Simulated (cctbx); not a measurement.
# Accept or mend?

Cell a = 6.1670 Å, b = 20.5760 Å, c = 6.1540 Å, α = 90.00°, β = 90.00°, γ = 90.00°; space group P2_12_12 (no. 18). The compound is RbH3S2O6.

The data are simulated with cctbx, not measured: Cu Kα, λ = 1.54184 Å, to d = 0.8 Å, 80 % of the full sphere, strongest reflection 70000 counts, noise from counting, a 6 % proportional error and a noise floor of 8 counts (s.d.); no absorption.

An anisotropic refinement with weights 1/σ² prints:

```text
Rint 0.041, 1595 unique reflections to 0.80 A
cycle     R1     wR2    GooF  max shift (A)
   1  0.0371  0.1132   2.759   0.01671
  12  0.0201  0.0546   1.330   0.00224
final R1 0.0201 wR2 0.0546 GooF 1.330  parameters 93  data/parameter 17.2
atom        x        y        z      Ueq    occ   su(xyz)  su(Uiso or U11)
Rb1    0.52877  0.11459  0.25883   0.0072  1.000  0.00003  0.0001
S1     0.98551  0.24539  0.16381   0.0063  1.000  0.00009  0.0003
S2     0.46704  0.38724  0.29716   0.0117  1.000  0.00012  0.0003
O1     0.19893  0.21485  0.33089   0.0149  1.000  0.00033  0.0008
O2     0.34455  0.43204  0.45804   0.0093  1.000  0.00034  0.0009
O3     0.02343  0.32799  0.18556   0.0053  1.000  0.00025  0.0007
O4     0.74832  0.41120  0.31308   0.0128  1.000  0.00032  0.0009
O5     0.75398  0.23013  0.30550   0.0122  1.000  0.00029  0.0008
O6     0.44616  0.42072  0.02573   0.0078  1.000  0.00030  0.0008
H1     0.85640  0.38115  0.26103   0.0468  1.000  0.00784  0.0122
H2     0.22564  0.23362  0.48187   0.0065  1.000  0.00481  0.0079
H3     0.56239  0.45151  0.01976   0.0293  1.000  0.00680  0.0096
difference map: max 0.58 min -0.33 rms 0.08
Q1    0.0023  0.2479  0.2223    4    0.59  0.38 A from S1
Q2    0.9855  0.1185  0.6982    4    0.49  0.17 A from S2
Q3    0.9934  0.2533  0.6322    4    0.32  1.69 A from O5
Q4    0.2280  0.3676  0.2708    4    0.29  1.54 A from S2
Q5    0.0451  0.8899  0.2473    4    0.29  1.80 A from O6
Q6    0.1431  0.6297  0.2755    4    0.29  0.24 A from H1
```

Q: Accept it or mend it, and why?

Mend it. The fault: anomalous dispersion left out. Against the right model at the same level, R1 goes from 0.0151 to 0.0201 and GooF from 0.95 to 1.33 and U of S1 shrinks from 0.0090 to 0.0063 Å². No atom is wrong: without f′ and f″ the atoms near an edge get the wrong scattering power, which U and the scale absorb. The signs are weak, and the output alone doesn't single this fault out. The fit had not settled when the cycles ran out.

The compound is RbH3S2O6. The right model at the same level gives:

```text
Rint 0.041, 1595 unique reflections to 0.80 A
cycle     R1     wR2    GooF  max shift (A)
   1  0.0264  0.0818   1.993   0.01654
   8  0.0151  0.0390   0.950   0.00352
final R1 0.0151 wR2 0.0390 GooF 0.950  parameters 93  data/parameter 17.2
atom        x        y        z      Ueq    occ   su(xyz)  su(Uiso or U11)
Rb1    0.52877  0.11460  0.25887   0.0064  1.000  0.00002  0.0001
S1     0.98555  0.24540  0.16383   0.0090  1.000  0.00007  0.0002
S2     0.46716  0.38721  0.29715   0.0145  1.000  0.00008  0.0002
O1     0.19892  0.21492  0.33096   0.0165  1.000  0.00023  0.0006
O2     0.34409  0.43203  0.45821   0.0109  1.000  0.00024  0.0007
O3     0.02339  0.32804  0.18544   0.0069  1.000  0.00018  0.0005
O4     0.74836  0.41120  0.31331   0.0143  1.000  0.00023  0.0007
O5     0.75383  0.23021  0.30586   0.0138  1.000  0.00021  0.0006
O6     0.44615  0.42075  0.02568   0.0093  1.000  0.00022  0.0006
H1     0.85714  0.37648  0.26058   0.0478  1.000  0.00561  0.0086
H2     0.22713  0.23494  0.48376   0.0065  1.000  0.00337  0.0056
H3     0.56286  0.45216  0.01967   0.0293  1.000  0.00478  0.0068
Flack x: 0.031(15)
Hooft y: 0.019(17)  Bijvoet pairs: 629
difference map: max 0.31 min -0.23 rms 0.06
Q1    0.9916  0.2527  0.6337    4    0.32  1.70 A from O5
Q2    0.0498  0.3863  0.2733    4    0.32  1.21 A from H1
Q3    0.0469  0.8906  0.2567    4    0.28  1.85 A from O6
Q4    0.2556  0.3705  0.7416    4    0.26  1.43 A from Rb1
Q5    0.2296  0.3667  0.2672    4    0.26  1.54 A from S2
Q6    0.0000  0.0000  0.5432    2    0.25  1.70 A from O2
```

The model was made for the exercise: a known structure type with other elements put in, its volume estimated, not relaxed; displacement parameters are assumed.

[Middle refinement cycles are left out of these outputs.]

[Logs are printed without paths, hosts, clocks, repeated set-up lines and the standing remarks that a program may print on its own settings, such as how far it seeks lower states.]
